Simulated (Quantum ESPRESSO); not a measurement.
Consider BRh (P6_3/mmc).

```
CELL_PARAMETERS angstrom
3.37707 0.00000 0.00000
-1.68854 2.92463 0.00000
0.00000 0.00000 4.09568
ATOMIC_POSITIONS crystal
Rh 0.33333 0.66667 0.25000
Rh 0.66667 0.33333 0.75000
B 0.00000 0.00000 0.50000
B 0.00000 0.00000 0.00000
```

Absorber: atom 1, with 6 B at 2.20 Å (6-fold, site symmetry -6m2). Method: Quantum ESPRESSO XSpectra, PBEsol, excited-electron core hole (neutral cell), 12-atom cell with 5.3 Å between holes, 5×5×5 k points, dipole transitions, Lorentzian half width 1.06 eV up to 4 eV, rising linearly to 1.75 eV at 25 eV (not a setting of the program: the run's 0.4 eV curve was folded afterwards with a further Lorentzian).

Q: What does the Rh L₃ edge look like?

Main maxima up to 30 eV above the zero (height): 1.4 eV (1.84), 10.2 eV (1.02) and 27.0 eV (0.76). At an L edge the dipole rule selects empty d (and weakly s) states on the absorber, and the strong line at the onset measures the empty part of its d band. 

The Rh L₃ spectrum (energy from the energy zero of the input (xe0, at the border of filled and empty states); intensity scaled to a mean of 1 over the first 20 eV; folded afterwards to Lorentzian half width 1.06 eV up to 4 eV, rising linearly to 1.75 eV at 25 eV; the points at xe0, where the cut of filled states can leave a spike, are interpolated; polarised curves are means over the symmetry-equivalent atoms):

| E (eV) | isotropic | ε ⊥ c | ε ∥ c |
| --- | --- | --- | --- |
| -2.0 | 0.33 | 0.37 | 0.26 |
| -1.5 | 0.44 | 0.50 | 0.34 |
| -1.0 | 0.63 | 0.71 | 0.46 |
| -0.5 | 0.92 | 1.06 | 0.65 |
| 0.0 | 1.34 | 1.55 | 0.92 |
| 0.5 | 1.69 | 1.94 | 1.21 |
| 1.0 | 1.83 | 2.03 | 1.43 |
| 1.5 | 1.84 | 1.96 | 1.60 |
| 2.0 | 1.81 | 1.86 | 1.69 |
| 2.5 | 1.70 | 1.72 | 1.67 |
| 3.0 | 1.57 | 1.56 | 1.59 |
| 3.5 | 1.50 | 1.47 | 1.56 |
| 4.0 | 1.49 | 1.43 | 1.61 |
| 4.5 | 1.49 | 1.39 | 1.69 |
| 5.0 | 1.40 | 1.29 | 1.64 |
| 5.5 | 1.25 | 1.13 | 1.49 |
| 6.0 | 1.09 | 0.98 | 1.31 |
| 6.5 | 0.95 | 0.85 | 1.14 |
| 7.0 | 0.84 | 0.77 | 0.99 |
| 7.5 | 0.79 | 0.74 | 0.87 |
| 8.0 | 0.78 | 0.78 | 0.80 |
| 8.5 | 0.83 | 0.86 | 0.78 |
| 9.0 | 0.90 | 0.96 | 0.79 |
| 9.5 | 0.98 | 1.06 | 0.83 |
| 10.0 | 1.02 | 1.10 | 0.86 |
| 10.5 | 1.01 | 1.08 | 0.86 |
| 11.0 | 0.96 | 1.01 | 0.86 |
| 11.5 | 0.91 | 0.94 | 0.86 |
| 12.0 | 0.86 | 0.87 | 0.85 |
| 12.5 | 0.81 | 0.80 | 0.81 |
| 13.0 | 0.75 | 0.75 | 0.74 |
| 13.5 | 0.69 | 0.71 | 0.67 |
| 14.0 | 0.66 | 0.68 | 0.61 |
| 14.5 | 0.64 | 0.67 | 0.58 |
| 15.0 | 0.63 | 0.66 | 0.57 |
| 15.5 | 0.62 | 0.65 | 0.57 |
| 16.0 | 0.61 | 0.63 | 0.57 |
| 16.5 | 0.60 | 0.62 | 0.57 |
| 17.0 | 0.58 | 0.59 | 0.57 |
| 17.5 | 0.57 | 0.57 | 0.58 |
| 18.0 | 0.56 | 0.55 | 0.59 |
| 18.5 | 0.57 | 0.55 | 0.61 |
| 19.0 | 0.58 | 0.56 | 0.63 |
| 19.5 | 0.60 | 0.57 | 0.66 |
| 20.0 | 0.63 | 0.59 | 0.70 |
| 20.5 | 0.65 | 0.61 | 0.73 |
| 21.0 | 0.67 | 0.62 | 0.76 |
| 21.5 | 0.68 | 0.63 | 0.79 |
| 22.0 | 0.70 | 0.64 | 0.81 |
| 22.5 | 0.71 | 0.65 | 0.83 |
| 23.0 | 0.72 | 0.66 | 0.83 |
| 23.5 | 0.73 | 0.68 | 0.83 |
| 24.0 | 0.73 | 0.69 | 0.82 |
| 24.5 | 0.73 | 0.70 | 0.80 |
| 25.0 | 0.73 | 0.71 | 0.78 |
| 25.5 | 0.74 | 0.73 | 0.76 |
| 26.0 | 0.75 | 0.75 | 0.74 |
| 26.5 | 0.76 | 0.77 | 0.73 |
| 27.0 | 0.76 | 0.79 | 0.71 |
| 27.5 | 0.76 | 0.79 | 0.69 |
| 28.0 | 0.74 | 0.77 | 0.68 |
| 28.5 | 0.72 | 0.75 | 0.66 |
| 29.0 | 0.70 | 0.72 | 0.65 |
| 29.5 | 0.68 | 0.70 | 0.64 |
| 30.0 | 0.67 | 0.69 | 0.63 |
| 30.5 | 0.66 | 0.68 | 0.63 |
| 31.0 | 0.66 | 0.68 | 0.63 |
| 31.5 | 0.66 | 0.68 | 0.63 |
| 32.0 | 0.67 | 0.69 | 0.63 |

Only the L₃ part is meant: spin–orbit coupling of the core level isn't computed and the L₂ copy isn't added. The holes are only 5.3 Å apart, so the shape is probably not converged with cell size; no larger cell was run here. The structure is a computed Materials Project entry and may be a hypothetical form.

[Banner, clock and machine lines of the logs are left out without a mark of their own.]

[Logs are printed without paths, hosts, clocks, repeated set-up lines and the standing remarks that a program may print on its own settings, such as how far it seeks lower states.]

[Hosts, paths, dates, database ids (printed as entryN), source tags and the programs' standing remarks are cut or masked in the printed files.]

[Lists of maxima count a maximum above −3 eV only where it reaches 4 % of the highest in the window and stands out from its surroundings by 2 % of it (1.5 % where it reaches 55 %); shoulders and weaker maxima are passed over, and of the rest the first, up to two pre-edge ones and the few strongest are named.]
